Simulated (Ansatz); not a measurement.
**Li on Au(111): change of the work function**

Aim: the work function of Au(111) at several coverages of Li (fcc site), and the dipole that each adsorbate carries.

Main program and level: Ansatz 0.2.0; plane-wave DFT, PBE, Ansatz PAW.

## (1) Starting point

The cell holds 4 atoms: 4 Au. Cell: a = 2.885 Å, b = 2.885 Å, c = 25.067 Å, α = 90.0°, β = 90.0°, γ = 60.0°. Vacuum lies along c.

## (2) The clean slab

The bare slab comes first, as the zero from which every change is counted. The two lowest layers are held at bulk places and the upper ones relax. The dipole correction removes the false field that a one-sided slab makes across the periodic vacuum, so each face gets a flat vacuum level of its own.

Input file input.yaml:

```yaml
crystal:
  lattice:
    - [2.8849956672, 0.0, 0.0]
    - [1.4424978336, 2.4984795376, 0.0]
    - [0.0, 0.0, 25.0667672949]
  atoms:
    - { symbol: Au, position: [0.0, 0.0, 0.3590411118] }
    - { symbol: Au, position: [0.3333333333, 0.3333333333, 0.4530137039] }
    - { symbol: Au, position: [0.6666666667, 0.6666666667, 0.5469862961] }
    - { symbol: Au, position: [0.0, 0.0, 0.6409588882] }
kpoints:
  mp_grid: { grid: [12, 12, 1] }
hamiltonian:
  xc: pbe
scf:
  occupations: { method: fermi_dirac, width: 0.1 }
  convergence: { dr2_threshold: 1.0e-08 }
efield:
  axis: 3
  dipole_correction: true
  ramp_position: 0.97
  ramp_width: 0.06
relax:
  f_tol: 0.02
  max_steps: 60
  constraints: [{ sites: [0, 1] }]
output:
  write_potential: true
  write_density: true
  volumetric_format: npy
```

The run is started by

```console
> ansatz run input.yaml --threads 4 --pin off --max-ram 6144MiB --backend cpu --events-out ev --progress --plain --runs-dir out
```

Numbers of over 12 decimals in the logs are rounded to 6 here.

The program printed:

```text
Engine: ansatz 0.2.0, aarch64-unknown-linux-gnu
Pseudopotentials: kind: paw
Pseudopotential: Au, paw, valence charge 19, recommended cutoff 420 eV (normal), Au.paw.azcp
Functional definition: PBE
  parameter kappa = 0.804
  parameter beta = 0.066725
  exchange = pbe_x(kappa = kappa, mu = beta*pi^2/3)
  correlation = pbe_c(beta = beta)
Crystal: 4 atoms, lattice volume = 180.684 Å³
Basis set: ecut = 420 eV, 3551 PW (Γ), exchange–correlation on 40×40×360 points (8 copies of the dense FFT grid, shifted against one another)
Bands: 46, of which v1, the nominal top of the filled ones, is band 38 counted from 1 (37 counted from 0)
Symmetry: 6 space group operations
k-points: 19 of 144 (time reversal used)
Non-local potential: Au, projectors of the file, l = 0: 3, l = 1: 2, l = 2: 2, l = 3: 1
PAW form: soft (Blöchl's): semilocal exchange-correlation on the pseudo side does not see the compensation charge
PAW one-centre angular grid: Au, 590 points (default); XC on 64 Gauss nodes
Initial density: superposition of atomic densities (neutral atoms: chi_scale 0, normalization atom), corrected by the library's trained network
Initial wavefunctions: pseudopotential atomic-orbital guess
Functional: x = pbe(κ = 0.804, μ = 0.219515), c = pbe(β = 0.066725)
SCF iter   1: F=—  HF=-52596.643584 eV  |F-HF|=—  |Δ(HF+E_count)|=         —  Δρ=2.65e-3  dr2=1.90e-1  ethr=1.77e-3  p=0.000 e·Å  D=2.37e-14 V/Å  ΔV_dip=-0.00 eV  dr2_dipole=3.36e-8  V_vac-E_F(+/−)=4.66/4.66 eV  ⟨swp⟩=8.5  Hψ=3805  notcnv=0  defer=13
efield: sawtooth ramp at fractional position 0.9700 (set: `efield.ramp_position`, or a place that a band, a saddle search or an elastic batch's reference lends), width 0.0600; the density the first Hamiltonian is built on has a dipole p = 0.000 e·Å; the dipole correction subtracts the counter field D = 2.37e-14 V/Å, which shifts the + side's vacuum level by -0.00 eV against the − side's; the planar-averaged density in the ramp window peaks in size at 8.1e-6 e/Å³
preconditioner: auto → LDOS  [metal: Δε(μ)=0.172 eV  Ē_g=9.110 eV  σ=0.100 eV  W_gap=0.38  n_scr=18 (ndim 8)  ℏωp=18.3 eV  f_vac=0.579  D(μ)=1.84/eV (n_scr^D=10)  β→1.0]
SCF iter   2: F=—  HF=-52596.644384 eV  |F-HF|=—  |Δ(HF+E_count)|=   8.00e-4  Δρ=2.54e-3  dr2=2.99e-2  ethr=2.50e-4  p=-0.000 e·Å  D=-4.26e-5 V/Å  ΔV_dip=0.00 eV  dr2_dipole=1.07e-8  V_vac-E_F(+/−)=5.15/5.15 eV  ⟨swp⟩=2.2  Hψ=1469  notcnv=0  defer=30
SCF iter   3: F=—  HF=-52596.638979 eV  |F-HF|=—  |Δ(HF+E_count)|=   5.40e-3  Δρ=5.04e-4  dr2=1.80e-3  ethr=3.94e-5  p=-0.000 e·Å  D=-1.46e-5 V/Å  ΔV_dip=0.00 eV  dr2_dipole=1.41e-8  V_vac-E_F(+/−)=5.06/5.05 eV  ⟨swp⟩=2.0  Hψ=1309  notcnv=0  defer=30
SCF iter   4: F=—  HF=-52596.638909 eV  |F-HF|=—  |Δ(HF+E_count)|=   6.97e-5  Δρ=2.39e-4  dr2=4.64e-4  ethr=2.37e-6  p=-0.000 e·Å  D=-5.97e-6 V/Å  ΔV_dip=0.00 eV  dr2_dipole=7.06e-11  V_vac-E_F(+/−)=5.08/5.08 eV  ⟨swp⟩=2.3  Hψ=1444  notcnv=0  defer=30
SCF iter   5: F=—  HF=-52596.638859 eV  |F-HF|=—  |Δ(HF+E_count)|=   5.07e-5  Δρ=6.27e-5  dr2=1.28e-5  ethr=6.10e-7  p=-0.000 e·Å  D=-2.83e-6 V/Å  ΔV_dip=0.00 eV  dr2_dipole=2.71e-11  V_vac-E_F(+/−)=5.09/5.09 eV  ⟨swp⟩=2.1  Hψ=1264  notcnv=0  defer=30
SCF iter   6: F=—  HF=-52596.638839 eV  |F-HF|=—  |Δ(HF+E_count)|=   2.00e-5  Δρ=1.93e-5  dr2=5.65e-7  ethr=1.68e-8  p=-0.000 e·Å  D=-1.46e-6 V/Å  ΔV_dip=0.00 eV  dr2_dipole=6.15e-11  V_vac-E_F(+/−)=5.09/5.09 eV  ⟨swp⟩=3.1  Hψ=1629  notcnv=0  defer=30
SCF iter   7: F=—  HF=-52596.638889 eV  |F-HF|=—  |Δ(HF+E_count)|=   5.02e-5  Δρ=6.30e-6  dr2=5.33e-8  ethr=7.43e-10  p=-0.000 e·Å  D=-6.57e-7 V/Å  ΔV_dip=0.00 eV  dr2_dipole=1.61e-11  V_vac-E_F(+/−)=5.09/5.09 eV  ⟨swp⟩=2.0  Hψ=1292  notcnv=0  defer=30
SCF iter   8: F=-52596.638889 eV  HF=-52596.638889 eV  |F-HF|=8.66e-9  |Δ(HF+E_count)|=   2.57e-7  Δρ=1.33e-6  dr2=2.76e-9  ethr=1.32e-11  p=-0.000 e·Å  D=-9.20e-8 V/Å  ΔV_dip=0.00 eV  dr2_dipole=5.08e-13  V_vac-E_F(+/−)=5.09/5.09 eV  ⟨swp⟩=10.6  Hψ=6254  notcnv=0
SCF 1 converged in 8 iterations: F = -52596.638889 eV  dr2 = 2.76e-9
  greatest PAW one-centre occupation: 1.000 electrons in one spin orbital (limit 2), on the Au atom at site 0 (counted from 0), in its partial waves of l = 0
relax step   1: F+E_penalty+E_count = -52596.63888925 eV  Δ(F+E_penalty+E_count) = +0.000e0 eV  max|allowed force component| = 4.529e-1 eV/Å  Δτ_max = 0.0000 Å  (8 SCF iters, accepted)
Initial density: handed on by an earlier stage of this run
Initial wavefunctions: those handed on with the density
iter 1 solved again at ethr=6.60e-5 eV; its pass at ethr=3.10e-3 eV (dr2=5.02e-2 eV) is discarded
SCF iter   1: F=—  HF=-52596.690385 eV  |F-HF|=—  |Δ(HF+E_count)|=         —  Δρ=5.26e-3  dr2=5.37e-2  ethr=6.60e-5  p=0.000 e·Å  D=2.10e-6 V/Å  ΔV_dip=-0.00 eV  dr2_dipole=6.16e-4  V_vac-E_F(+/−)=5.11/5.11 eV  ⟨swp⟩=2.0  Hψ=3735  notcnv=0  defer=19
efield: sawtooth ramp at fractional position 0.9700 (set: `efield.ramp_position`, or a place that a band, a saddle search or an elastic batch's reference lends), width 0.0600; the density the first Hamiltonian is built on has a dipole p = 0.000 e·Å; the dipole correction subtracts the counter field D = 2.10e-6 V/Å, which shifts the + side's vacuum level by -0.00 eV against the − side's; the planar-averaged density in the ramp window peaks in size at 1.2e-5 e/Å³
preconditioner: auto → LDOS  [metal: Δε(μ)=0.042 eV  Ē_g=9.104 eV  σ=0.100 eV  W_gap=0.10  n_scr=18 (ndim 8)  ℏωp=18.3 eV  f_vac=0.572  D(μ)=2.06/eV (n_scr^D=10)  β→1.0]
SCF iter   2: F=—  HF=-52596.694783 eV  |F-HF|=—  |Δ(HF+E_count)|=   4.40e-3  Δρ=3.93e-3  dr2=9.20e-2  ethr=6.60e-5  p=0.004 e·Å  D=3.99e-3 V/Å  ΔV_dip=-0.10 eV  dr2_dipole=1.25e-2  V_vac-E_F(+/−)=4.99/5.09 eV  ⟨swp⟩=2.4  Hψ=1486  notcnv=0  defer=19
SCF iter   3: F=—  HF=-52596.676923 eV  |F-HF|=—  |Δ(HF+E_count)|=   1.79e-2  Δρ=6.43e-4  dr2=3.08e-3  ethr=6.60e-5  p=-0.002 e·Å  D=-1.74e-3 V/Å  ΔV_dip=0.04 eV  dr2_dipole=9.43e-4  V_vac-E_F(+/−)=5.14/5.10 eV  ⟨swp⟩=2.1  Hψ=1442  notcnv=0  defer=19
SCF iter   4: F=—  HF=-52596.676895 eV  |F-HF|=—  |Δ(HF+E_count)|=   2.77e-5  Δρ=3.74e-4  dr2=7.20e-4  ethr=4.05e-6  p=-0.002 e·Å  D=-2.42e-3 V/Å  ΔV_dip=0.06 eV  dr2_dipole=5.96e-5  V_vac-E_F(+/−)=5.15/5.09 eV  ⟨swp⟩=2.1  Hψ=1311  notcnv=0  defer=22
SCF iter   5: F=—  HF=-52596.676747 eV  |F-HF|=—  |Δ(HF+E_count)|=   1.48e-4  Δρ=7.00e-5  dr2=3.56e-5  ethr=9.47e-7  p=-0.003 e·Å  D=-3.00e-3 V/Å  ΔV_dip=0.08 eV  dr2_dipole=5.36e-6  V_vac-E_F(+/−)=5.17/5.09 eV  ⟨swp⟩=2.1  Hψ=1300  notcnv=0  defer=22
[...]
efield: sawtooth ramp at fractional position 0.9700 (set: `efield.ramp_position`, or a place that a band, a saddle search or an elastic batch's reference lends), width 0.0600; the density the first Hamiltonian is built on has a dipole p = -0.003 e·Å; the dipole correction subtracts the counter field D = -2.99e-3 V/Å, which shifts the + side's vacuum level by +0.08 eV against the − side's; the planar-averaged density in the ramp window peaks in size at 1.1e-5 e/Å³
preconditioner: auto → LDOS  [metal: Δε(μ)=0.030 eV  Ē_g=9.090 eV  σ=0.100 eV  W_gap=0.07  n_scr=18 (ndim 8)  ℏωp=18.3 eV  f_vac=0.571  D(μ)=2.08/eV (n_scr^D=10)  β→1.0]
SCF iter   2: F=—  HF=-52596.680202 eV  |F-HF|=—  |Δ(HF+E_count)|=   4.92e-5  Δρ=1.03e-3  dr2=4.91e-3  ethr=7.51e-6  p=-0.001 e·Å  D=-1.07e-3 V/Å  ΔV_dip=0.03 eV  dr2_dipole=1.07e-3  V_vac-E_F(+/−)=5.12/5.09 eV  ⟨swp⟩=2.3  Hψ=1669  notcnv=0  defer=32
SCF iter   3: F=—  HF=-52596.679210 eV  |F-HF|=—  |Δ(HF+E_count)|=   9.93e-4  Δρ=1.75e-4  dr2=8.20e-5  ethr=6.46e-6  p=-0.003 e·Å  D=-2.60e-3 V/Å  ΔV_dip=0.07 eV  dr2_dipole=9.63e-6  V_vac-E_F(+/−)=5.16/5.09 eV  ⟨swp⟩=2.0  Hψ=1319  notcnv=0  defer=32
SCF iter   4: F=—  HF=-52596.679208 eV  |F-HF|=—  |Δ(HF+E_count)|=   1.73e-6  Δρ=6.40e-5  dr2=1.93e-5  ethr=1.08e-7  p=-0.003 e·Å  D=-2.59e-3 V/Å  ΔV_dip=0.06 eV  dr2_dipole=7.14e-6  V_vac-E_F(+/−)=5.15/5.09 eV  ⟨swp⟩=3.1  Hψ=1610  notcnv=0  defer=32
SCF iter   5: F=—  HF=-52596.679204 eV  |F-HF|=—  |Δ(HF+E_count)|=   3.76e-6  Δρ=3.22e-5  dr2=5.79e-6  ethr=2.54e-8  p=-0.003 e·Å  D=-2.71e-3 V/Å  ΔV_dip=0.07 eV  dr2_dipole=1.92e-6  V_vac-E_F(+/−)=5.16/5.09 eV  ⟨swp⟩=2.3  Hψ=1097  notcnv=0  defer=32
SCF iter   6: F=—  HF=-52596.679242 eV  |F-HF|=—  |Δ(HF+E_count)|=   3.76e-5  Δρ=7.79e-6  dr2=3.31e-7  ethr=7.61e-9  p=-0.003 e·Å  D=-2.76e-3 V/Å  ΔV_dip=0.07 eV  dr2_dipole=1.30e-7  V_vac-E_F(+/−)=5.16/5.09 eV  ⟨swp⟩=2.6  Hψ=1366  notcnv=0  defer=32
SCF iter   7: F=-52596.679242 eV  HF=-52596.679242 eV  |F-HF|=2.74e-8  |Δ(HF+E_count)|=   1.19e-9  Δρ=2.02e-6  dr2=8.84e-9  ethr=1.32e-11  p=-0.003 e·Å  D=-2.78e-3 V/Å  ΔV_dip=0.07 eV  dr2_dipole=7.29e-10  V_vac-E_F(+/−)=5.16/5.09 eV  ⟨swp⟩=9.0  Hψ=6701  notcnv=0
SCF 3 converged in 7 iterations: F = -52596.679242 eV  dr2 = 8.84e-9
relax step   3: F+E_penalty+E_count = -52596.67924179 eV  Δ(F+E_penalty+E_count) = -2.442e-3 eV  max|allowed force component| = 3.338e-2 eV/Å  Δτ_max = 0.0445 Å  (7 SCF iters, accepted)
SCF iter   1: F=—  HF=-52596.679314 eV  |F-HF|=—  |Δ(HF+E_count)|=         —  Δρ=2.15e-4  dr2=1.30e-4  ethr=1.62e-6  p=-0.003 e·Å  D=-2.78e-3 V/Å  ΔV_dip=0.07 eV  dr2_dipole=2.24e-5  V_vac-E_F(+/−)=5.16/5.09 eV  ⟨swp⟩=3.0  Hψ=1833  notcnv=0  defer=33
efield: sawtooth ramp at fractional position 0.9700 (set: `efield.ramp_position`, or a place that a band, a saddle search or an elastic batch's reference lends), width 0.0600; the density the first Hamiltonian is built on has a dipole p = -0.003 e·Å; the dipole correction subtracts the counter field D = -2.78e-3 V/Å, which shifts the + side's vacuum level by +0.07 eV against the − side's; the planar-averaged density in the ramp window peaks in size at 1.2e-5 e/Å³
preconditioner: auto → LDOS  [metal: Δε(μ)=0.025 eV  Ē_g=9.092 eV  σ=0.100 eV  W_gap=0.06  n_scr=18 (ndim 8)  ℏωp=18.3 eV  f_vac=0.571  D(μ)=2.08/eV (n_scr^D=10)  β→1.0]
SCF iter   2: F=—  HF=-52596.679308 eV  |F-HF|=—  |Δ(HF+E_count)|=   5.60e-6  Δρ=1.39e-4  dr2=8.08e-5  ethr=1.71e-7  p=-0.003 e·Å  D=-3.01e-3 V/Å  ΔV_dip=0.08 eV  dr2_dipole=1.10e-5  V_vac-E_F(+/−)=5.17/5.09 eV  ⟨swp⟩=2.6  Hψ=1757  notcnv=0  defer=33
SCF iter   3: F=—  HF=-52596.679289 eV  |F-HF|=—  |Δ(HF+E_count)|=   1.93e-5  Δρ=2.59e-5  dr2=1.41e-6  ethr=1.06e-7  p=-0.003 e·Å  D=-2.83e-3 V/Å  ΔV_dip=0.07 eV  dr2_dipole=1.28e-7  V_vac-E_F(+/−)=5.16/5.09 eV  ⟨swp⟩=2.0  Hψ=1266  notcnv=0  defer=33
SCF iter   4: F=—  HF=-52596.679345 eV  |F-HF|=—  |Δ(HF+E_count)|=   5.59e-5  Δρ=7.47e-6  dr2=1.30e-7  ethr=1.86e-9  p=-0.003 e·Å  D=-2.85e-3 V/Å  ΔV_dip=0.07 eV  dr2_dipole=3.26e-9  V_vac-E_F(+/−)=5.16/5.09 eV  ⟨swp⟩=2.8  Hψ=1607  notcnv=0  defer=33
SCF iter   5: F=-52596.679345 eV  HF=-52596.679345 eV  |F-HF|=1.65e-8  |Δ(HF+E_count)|=   1.93e-9  Δρ=1.59e-6  dr2=5.86e-9  ethr=1.32e-11  p=-0.003 e·Å  D=-2.84e-3 V/Å  ΔV_dip=0.07 eV  dr2_dipole=1.52e-10  V_vac-E_F(+/−)=5.16/5.09 eV  ⟨swp⟩=8.5  Hψ=6506  notcnv=0
SCF 4 converged in 5 iterations: F = -52596.679345 eV  dr2 = 5.86e-9
relax step   4: F+E_penalty+E_count = -52596.67934504 eV  Δ(F+E_penalty+E_count) = -1.032e-4 eV  max|allowed force component| = 3.323e-4 eV/Å  Δτ_max = 0.0072 Å  (5 SCF iters, accepted)
NSCF: frozen V_eff on 19 k-points
the band table was solved once a step of the walk had ended and its energy, with any forces and stress, was formed, with the checks that follow a solve (4847 applications of the Hamiltonian). They found nothing against the state; the energy, forces and stress were not computed again (output.eigenvalues in the input reference)
WARN: The input density's exchange-correlation potential varies sharply where the density is thin. Do not read a vacuum level from v_tot or v_xc, or from such a field of the output density. On a cell that repeats whose density bears no net charge and no dipole along the vacuum's axis use v_es (v_loc + v_h of the components); under efield.dipole_correction with no amplitude use v_es + v_field, which holds any external [...]
SCF converged after 5 iterations
Free energy (F): -52596.679345 eV
Harris-Foulkes:  -52596.679345 eV  (|F-HF|=1.65e-8)
Internal energy: -52596.616976 eV  (E = F + TS)
E sigma→0 (E₀):  -52596.648161 eV
Entropy (-TS):   -0.062369 eV (-15.592 meV/atom)
Fermi energy:    4.576791 eV
Dipole field:    D = -0.002861 V/Å  (p = -0.002857 e·Å, saw-weighted, corrected)
Work function:   Φ+ = 5.1611 eV   Φ− = 5.0894 eV
Levels:          The Fermi level and band energies are counted from a zero that moves with the ramp; work functions are not
--- Per-component energies (eV) ---
  E_band       = -2028.269011
  E_kinetic    = 2417.174751
  E_local      = -123812.546977  (includes V_loc(G=0)·N_el)
  E_nonlocal   = 297.482364
  E_hartree    = 60807.442107
  E_xc         = -909.996381
  E_vxc        = -1098.008811  (∫ρ·V_xc dr)
  E_paw        = -38827.364876  (= ΣΔE_a)
  E_vpaw       = -1447.265215  (= ΣTr[D̂ρ^β])
  E_aug_tail   = 0.005791  (compensation charges beyond the density's cutoff)
  E_efield     = 0.000004  (sawtooth field / dipole correction)
  E_vefield    = 0.016683  (∫n·V_field dr)
  E_ewald      = 47431.186242
  E_smearing   = -0.062369  (= −TS)
  E_closure    = 0.000000  (closes the sum)
  Σ components = -52596.679345   (vs F -52596.679345, Δ=0.00e0)
--- Forces (eV/Å), atoms counted from 1 ---
  atom   1  Au    -0.00000000     0.00000000    -0.46100372
  atom   2  Au     0.00000000    -0.00000000     0.46099678
  atom   3  Au     0.00000000    -0.00000000    -0.00028478
  atom   4  Au     0.00000000    -0.00000000     0.00033228
  max |Σ_I F_I| component: 4.06e-5 eV/Å
--- Band table (eV; the first three rows and the last of 19) ---
  k-point 0: bands = [... 34 lower, 1.7691, 2.2535, 2.2535, 2.5120, 2.5120, 3.2454, 4.5875, 8.8871, ... 4 higher]
  k-point 1: bands = [... 34 lower, 1.7913, 1.9875, 2.2470, 2.3346, 2.5176, 3.6533, 5.1813, 8.9999, ... 4 higher]
  k-point 2: bands = [... 34 lower, 1.7371, 1.7451, 2.2250, 2.5297, 2.6213, 4.3338, 6.3960, 9.3547, ... 4 higher]
  k-point 18: bands = [... 34 lower, 2.3516, 2.3787, 7.4935, 7.5162, 7.5524, 8.1112, 9.4211, 9.4522, ... 4 higher]
--- Relaxed structure (4 steps of the walk, 4 accepted, 0 SCFs on fresh bases) ---
  F+E_penalty+E_count = -52596.67934504 eV   max|allowed force component| = 3.323e-4 eV/Å
  atoms:
    - { symbol: Au, position: [0.0, 0.0, 0.359041] }
    - { symbol: Au, position: [0.333333, 0.333333, 0.453014] }
    - { symbol: Au, position: [0.666667, 0.666667, 0.550234] }
    - { symbol: Au, position: [1.4451656389014542e-17, 0, 0.649948] }
```

Wall time 13 s (4 threads of Arm Neoverse V2, shared host); peak memory 0.5 GiB.

The steps of the relaxation:

```tsv
step	energy less that of the first step (eV)	largest force component (eV/Å)
1	0.0000	0.4529
2	-0.0379	0.1601
3	-0.0404	0.0334
4	-0.0405	0.0003
```

The run keeps the 6 symmetry operations that it works with, so distortions that break them were not tested.

The atoms that moved most (Å):

```tsv
atom	dx	dy	dz	length
Au4	0.000	0.000	0.225	0.225
Au3	0.000	0.000	0.081	0.081
```

The relaxed structure:

```cif
data_structure
_symmetry_space_group_name_H-M 'P 1'
_symmetry_Int_Tables_number 1
_cell_length_a 2.8850
_cell_length_b 2.8850
_cell_length_c 25.0668
_cell_angle_alpha 90.000
_cell_angle_beta 90.000
_cell_angle_gamma 60.000
_cell_volume 180.68
loop_
_atom_site_label
_atom_site_type_symbol
_atom_site_fract_x
_atom_site_fract_y
_atom_site_fract_z
_atom_site_occupancy
Au1 Au 0.00000 0.00000 0.35904 1
Au2 Au 0.33333 0.33333 0.45301 1
Au3 Au 0.66667 0.66667 0.55023 1
Au4 Au 0.00000 0.00000 0.64995 1
```

Numbers from this step:

```
energy at zero smearing        : -52596.6482 eV
work function, upper face      : 5.161 eV
work function, lower face      : 5.089 eV
dipole along the normal        : -0.002857 e·Å
step between the vacuum levels : 0.07172 eV
```

Running mean over 2.356 Å of the planar mean; the ramp of the sawtooth is left out. Table of electron's electrostatic potential energy less the Fermi level by z:

z (Å), electron's electrostatic potential energy less the Fermi level (eV) and a bar from the least value:
```
        4       5.09 ##############################
        5       5.09 ##############################
        6       5.03 ##############################
        7       4.02 ############################
        8      -3.47 ###########
        9      -8.30 #
       10      -8.66 
       11      -8.73 
       12      -8.28 #
       13      -8.13 #
       14      -8.47 #
       15      -7.31 ###
       16      -8.13 #
       17      -5.77 ######
       18       2.69 #########################
       19       5.02 ##############################
       20       5.15 ##############################
       21       5.16 ##############################
       22       5.16 ##############################
```

The relaxation took 4 steps and lowered the energy by 0.040 eV; the largest force on the free atoms ends at 3.3e-4 eV/Å.

The work function of the upper face is 5.16 eV.

[end of part 1 of 3]

[Logs are printed without paths, hosts, clocks, repeated set-up lines and the standing remarks that a program may print on its own settings, such as how far it seeks lower states.]

[Hosts, paths, dates, database ids (printed as entryN), source tags and the programs' standing remarks are cut or masked in the printed files.]

[Maps of the electrostatic potential energy from Ansatz leave out the sawtooth potential of an applied field or a dipole correction, so their vacuum need not be flat; planar profiles and work functions include it.]
